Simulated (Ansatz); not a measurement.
# How fast states decay through Al3InAs4, part 3 of 3

A new crystal, Al3InAs4: structure, gap and complex bands. It is built by putting In for Ga, As for N in the Al3GaN4 structure of space group Pm, with the volume rescaled by atomic radii. The parent structure comes from the Materials Project.

Ansatz 0.2.0; PBE DFT, plane waves, PAW files (the session's first sound run).

So far, gap on path (eV): step 3 (band edges, PBE) 1.01; step 5 (r2SCAN, cutoff 500 eV) 1.55.

The structure was built from a prototype and need not be the compound's stable phase.

## (6) Complex bands at another level, cutoff 500 eV

This step: r2SCAN DFT, plane waves, PAW files; complex bands by layer matching along the plane's normal (Ansatz 0.2.0).

The complex bands at that level, over its own gap, at (0, 0) and (0.5, 0).

Input file input.yaml:

```yaml
crystal:
  lattice:
    - [6.770165131, 0.0, 0.0]
    - [0.0, 4.118343994, 0.0]
    - [-0.005782885, 0.0, 7.131763674]
  atoms:
    - { symbol: Al, position: [0.4977840081, 0.5, 0.1675247044] }
    - { symbol: Al, position: [0.9985977935, 0.5, 0.8379708255] }
    - { symbol: Al, position: [0.9982247364, 0.0, 0.329093497] }
    - { symbol: In, position: [0.4955200033, 0.0, 0.6648079057] }
    - { symbol: As, position: [0.1027039228, 0.0, 0.6656288565] }
    - { symbol: As, position: [0.1277402494, 0.5, 0.1683997826] }
    - { symbol: As, position: [0.6336467161, 0.5, 0.8498220559] }
    - { symbol: As, position: [0.6293815704, 0.0, 0.3167533724] }
kpoints:
  mp_grid: { grid: [4, 6, 4] }
scf:
  occupations: { method: fixed }
hamiltonian:
  xc: r2scan
output:
  eigenvalues: true
  transmission:
    leads: [[0, 0]]
    kpoints: [[0.0, 0.0], [0.5, 0.0]]
    e_range: [-1.0, 2.55]
    de: 0.06
```

Command:

```sh
> ansatz run input.yaml --threads 2 --pin off --max-ram 4096MiB --backend cpu --events-out ev --progress --plain --runs-dir out
```

Numbers of over 12 decimals in the logs are rounded to 6 here.

Log:

```text
[...]
Crystal: 8 atoms, lattice volume = 198.847 Å³
Basis set: ecut = 500 eV, 5073 PW (Γ), exchange–correlation on 200×128×216 points (64 copies of the dense FFT grid, shifted against one another)
Bands: 50, of which v1, the nominal top of the filled ones, is band 41 counted from 1 (40 counted from 0)
Symmetry: 2 space group operations
[...]
k-points: 40 of 96 (time reversal used)
[...]
SCF iter   1: F=—  HF=-26695.661594 eV  |F-HF|=—  |Δ(HF+E_count)|=         —  Δρ=4.34e-3  dr2=5.60e-2  dr2_τ=3.10e-2  ethr=1.77e-3  ⟨swp⟩=5.1  Hψ=6799  notcnv=0  defer=259
[...]
SCF iter   7: F=-26695.717556 eV  HF=-26695.717556 eV  |F-HF|=9.99e-9  |Δ(HF+E_count)|=   4.01e-7  Δρ=3.53e-6  dr2=4.08e-8  dr2_τ=1.36e-9  ethr=1.22e-10  ⟨swp⟩=11.5  Hψ=9393  notcnv=0
SCF 1 converged in 7 iterations: F = -26695.717556 eV  dr2 = 4.08e-8
[...]
transmission: 10 of 20 steps passed
transmission: 20 of 20 steps passed
SCF converged after 7 iterations
Free energy (F): -26695.717556 eV
[...]
Internal energy: -26695.717556 eV  (E = F + TS)
E sigma→0 (E₀):  -26695.717556 eV
Fermi energy:    6.357180 eV
[...]
--- Band table (eV; the first three rows and the last of 40) ---
  k-point 0: bands = [... 37 lower, 5.3789, 6.0330, 6.2367, 6.3572, 7.9037, 8.0677, 8.3110, 9.4202, ... 5 higher]
  k-point 1: bands = [... 37 lower, 5.0765, 5.3845, 5.9118, 6.2209, 8.3858, 8.8093, 8.9129, 9.4959, ... 5 higher]
  k-point 2: bands = [... 37 lower, 5.3568, 5.4963, 5.4977, 6.0329, 8.6741, 8.9272, 9.4240, 9.5561, ... 5 higher]
  k-point 39: bands = [... 37 lower, 4.4179, 4.6026, 4.8117, 4.8644, 8.0048, 8.3973, 8.4354, 8.5563, ... 5 higher]
--- Transmission ---
  basis      : 295 plane waves across, 10 finite elements along
  points     : 2, as listed
[...]
crystal 0  : Al3As4In1, at the sites [0, 0], period 7.1318 Å: whole cells are its period
[...]
channels       : 0.000000e0 a spin
[...]
slowest decay  : 0.1047 /Å at (0.0000, 0.0000)
```

Elapsed: 3.2 min, on 2 threads of Arm Neoverse N1, shared host; peak memory 1.5 GiB.

Numbers from this step:

```
level to which the leads are filled                       : 0.7732 eV from the Fermi level
decay constant at the filling level, zone centre          : 0.1047 Å⁻¹
decay constant at the filling level, slowest listed point : 0.1047 Å⁻¹
```

K parallel (0, 0); values up to 1.5 1/Å, a degenerate pair printed once or twice; energies at which all values exceed this have no row. Table of Im kz of the slowest decaying states by energy, zero at the highest filled level on the SCF mesh:

```
energy (eV)  decay 1 (Å⁻¹)  decay 2 (Å⁻¹)  decay 3 (Å⁻¹)  decay 4 (Å⁻¹)
      -1.00        0.00253         0.0552         0.0703          0.812
      -0.82         0.0878         0.0984          0.197          0.788
      -0.64          0.116          0.150          0.248          0.763
      -0.46          0.125          0.128          0.278          0.737
      -0.28          0.119          0.298          0.710          0.891
      -0.10         0.0230          0.164          0.255          0.308
       0.02         0.0575         0.0810          0.159          0.310
       0.08         0.0673          0.159          0.161          0.307
       0.26         0.0869          0.158          0.291          0.577
       0.44         0.0982          0.156          0.325          0.602
       0.62          0.104          0.152          0.348          0.570
       0.80          0.105          0.146          0.364          0.533
       0.92          0.103          0.140          0.373          0.507
       1.10         0.0949          0.129          0.383          0.465
       1.28         0.0798          0.113          0.389          0.417
       1.46         0.0494         0.0901          0.359          0.394
       1.64         0.0498          0.286          0.396          0.496
       1.82          0.178          0.396          0.487          0.640
       2.00          0.394          0.484          0.599          0.721
       2.18          0.391          0.485          0.554          0.686
       2.36         0.0479          0.386          0.490          0.504
       2.54         0.0430          0.380          0.446          0.500
```

K parallel (0, 0). The Re kz of states that move upwards by energy, zero at the highest filled level on the SCF mesh:

```
energy (eV)  channel 1 (Å⁻¹)  channel 2 (Å⁻¹)  channel 3 (Å⁻¹)
      -1.00           -0.181                -                -
      -0.82           -0.410           -0.155                -
      -0.64           -0.331           -0.128                -
      -0.52           -0.269           -0.108                -
      -0.34           -0.117          -0.0571                -
      -0.16           -0.241          -0.0325                -
       0.02                -                -                -
       0.20                -                -                -
       0.32                -                -                -
       0.50                -                -                -
       0.68                -                -                -
       0.86                -                -                -
       1.04                -                -                -
       1.22                -                -                -
       1.34                -                -                -
       1.52                -                -                -
       1.70           0.0750                -                -
       1.88           0.0818            0.133                -
       2.06            0.110            0.125            0.242
       2.18            0.141            0.155            0.320
       2.36            0.177            0.198                -
       2.54            0.216            0.245                -
```

K parallel (0.5, 0); values up to 1.5 1/Å, a degenerate pair printed once or twice; energies at which all values exceed this have no row. Im kz of the slowest decaying states against energy, zero at the highest filled level on the SCF mesh:

```
energy (eV)  decay 1 (Å⁻¹)  decay 2 (Å⁻¹)  decay 3 (Å⁻¹)  decay 4 (Å⁻¹)
      -1.00          0.145          0.346          0.402          0.829
      -0.88         0.0386         0.0569          0.101          0.360
      -0.70         0.0961          0.191          0.377          0.423
      -0.58          0.117          0.235          0.385          0.428
      -0.46         0.0307          0.133          0.268          0.392
      -0.28         0.0884          0.116          0.151          0.305
      -0.16          0.108          0.160          0.184          0.324
       0.02          0.129          0.171          0.244          0.346
       0.14          0.139          0.176          0.273          0.358
       0.26          0.147          0.181          0.296          0.368
       0.44          0.156          0.185          0.323          0.380
       0.56          0.160          0.187          0.337          0.386
       0.68          0.162          0.188          0.350          0.388
       0.86          0.164          0.188          0.366          0.377
       0.98          0.163          0.187          0.370          0.375
       1.10          0.162          0.185          0.362          0.381
       1.28          0.157          0.179          0.345          0.393
       1.40          0.152          0.174          0.322          0.395
       1.52          0.144          0.167          0.294          0.396
       1.70          0.119          0.147          0.243          0.395
       1.82         0.0372          0.132          0.207          0.386
       2.00          0.109          0.150          0.366          0.391
       2.12         0.0849         0.0916          0.351          0.388
       2.24         0.0527         0.0933          0.334          0.370
       2.42         0.0666          0.305          0.342          0.378
       2.54          0.283          0.324          0.373           1.15
```

At the listed wavevectors the last open channel is at -0.04 eV and the next at +1.58 eV on the grid. At +0.80 eV, the grid energy nearest the filling level (the middle of the gap on the SCF mesh), the slowest state at the listed wavevectors decays with κ = 0.105 Å⁻¹, its amplitude falling by e over 9.6 Å; the first such run, plane (001), gave 0.0757 Å⁻¹.

## (7) A check of the settings

This step: PBE DFT, plane waves, PAW files; complex bands by layer matching along the plane's normal; changed: scf.occupations.method = "fermi_dirac", scf.occupations.width = 0.025, hamiltonian.pseudopotentials = {"kind": "paw", "source": "jth"}, scf.algorithm = "density_mixing" (Ansatz 0.2.0).

This run repeats an earlier one, its twin (the complex run, plane (001)), with five settings changed (scf.occupations.method, scf.occupations.width, scf.algorithm, hamiltonian.pseudopotentials.kind, hamiltonian.pseudopotentials.source; files written aside). It is meant to test how the run responds to these settings. Where the input is shown as a difference, that is against the step before, not the twin.

input.yaml: that of step 6 with these lines changed.

```diff
@@ -17,5 +17,7 @@
 scf:
-  occupations: { method: fixed }
+  occupations: { method: fermi_dirac, width: 0.025 }
+  algorithm: density_mixing
 hamiltonian:
-  xc: r2scan
+  xc: pbe
+  pseudopotentials: { kind: paw, source: jth }
 output:
@@ -25,3 +27,3 @@
     kpoints: [[0.0, 0.0], [0.5, 0.0]]
-    e_range: [-1.0, 2.55]
-    de: 0.06
+    e_range: [-1.0, 2.01]
+    de: 0.05
```

Log:

```text
Warning: <dir> the checks of this Al dataset prove no rule for summing its radial tables, as where they were carried onto another mesh than they were made on, and Gregory's rule is taken, under which a leading mesh point left out moves its sums only by what lay on the interval it spanned. That does not make them correct, and they differ from Quantum ESPRESSO's on this file; a re-export a fraction of a mesh step off can move them. hamiltonian.pseudopotentials.radial_quadrature: simpson_from_first_knot sums it by `pw.x`'s rule; on a PAW file no value gives `pw.x`'s numbers. What more to know: hamiltonian.pseudopotentials.radial_quadrature, in the input reference
Warning: <dir> the checks of this In dataset prove no rule for summing its radial tables, as where they were carried onto another mesh than they were made on, and Gregory's rule is taken, under which a leading mesh point left out moves its sums only by what lay on the interval it spanned. That does not make them correct, and they differ from Quantum ESPRESSO's on this file; a re-export a fraction of a mesh step off can move them. hamiltonian.pseudopotentials.radial_quadrature: simpson_from_first_knot sums it by `pw.x`'s rule; on a PAW file no value gives `pw.x`'s numbers. What more to know: hamiltonian.pseudopotentials.radial_quadrature, in the input reference
Warning: <dir> the checks of this As dataset prove no rule for summing its radial tables, as where they were carried onto another mesh than they were made on, and Gregory's rule is taken, under which a leading mesh point left out moves its sums only by what lay on the interval it spanned. That does not make them correct, and they differ from Quantum ESPRESSO's on this file; a re-export a fraction of a mesh step off can move them. hamiltonian.pseudopotentials.radial_quadrature: simpson_from_first_knot sums it by `pw.x`'s rule; on a PAW file no value gives `pw.x`'s numbers. What more to know: hamiltonian.pseudopotentials.radial_quadrature, in the input reference
Engine: ansatz 0.2.0, aarch64-unknown-linux-gnu
Pseudopotentials: kind: paw
Pseudopotential: Al, paw, valence charge 3, recommended cutoff 570 eV (normal), Al.paw.azcp
Pseudopotential: In, paw, valence charge 13, recommended cutoff 9000 eV (normal), In.paw.azcp
Pseudopotential: As, paw, valence charge 15, recommended cutoff 1350 eV (normal), As.paw.azcp
Functional definition: PBE
  parameter kappa = 0.804
  parameter beta = 0.066725
  exchange = pbe_x(kappa = kappa, mu = beta*pi^2/3)
  correlation = pbe_c(beta = beta)
Error: memory limit exceeded: the `cold-start seed` phase needs 14.62 GiB against the run's memory maximum of 4.00 GiB; largest carriers: wavefunctions 11.49 GiB, plane-wave basis 1.10 GiB, ion tables 1.04 GiB, trial-orbital tables 0.45 GiB, unmodelled-tail allowance 0.30 GiB; a later phase of this entry needs more than this one; a spill directory would not be enough: with 40 of 40 wavefunction blocks spilled the largest phase would still need 8.38 GiB
with nothing else changed it takes a maximum of at least 14.63 GiB, with nothing to spare, and 16.09 GiB leaves up to a tenth: --max-ram 16.09GiB where that set the maximum, else more of the term that did, and with no share typed, where 16.09 GiB is over 0.88 of the host's memory or its container's limit, a share of 0.88 or more that holds the maximum too (--max-ram-frac F), where one does; The budget is ten eleventh [...]
```

Run time: 23 s. Hardware: 2 threads; peak memory 1.8 GiB.

The input was rejected at the start.

The program's message: “Error: memory limit exceeded: the `cold-start seed` phase needs 14.62 GiB against the run's memory maximum of 4.00 GiB; largest carriers: wavefunctions 11.49 GiB, plane-wave basis 1.10 GiB, ion tables …”

## (8) Summary of results

```
band gap                                         : 1.01 eV
least decay constant at mid-gap, normal to (001) : 0.0757 Å⁻¹
least decay constant, r2SCAN                     : 0.105 Å⁻¹
```

In words: With PBE, the slowest decay at the wavevectors tried is κ = 0.0757 Å⁻¹, normal to (001). Through such a film the transmission near mid-gap falls as exp(−2κd), a factor of ten every 15 Å. A free electron under a barrier of half the gap would need a mass of 0.043 mₑ to decay at this rate. With r2SCAN the gap goes from 1.01 to 1.55 eV and the decay constant, over the first 2 listed wavevectors, from 0.0757 to 0.105 Å⁻¹. The compound is made up by substitution; its stability against other phases and against distortions of the cell's symmetry was not tested. A semilocal functional narrows gaps, so real decay constants are likely larger.

[Logs are printed without paths, hosts, clocks, repeated set-up lines and the standing remarks that a program may print on its own settings, such as how far it seeks lower states.]

[Hosts, paths, dates, database ids (printed as entryN), source tags and the programs' standing remarks are cut or masked in the printed files.]
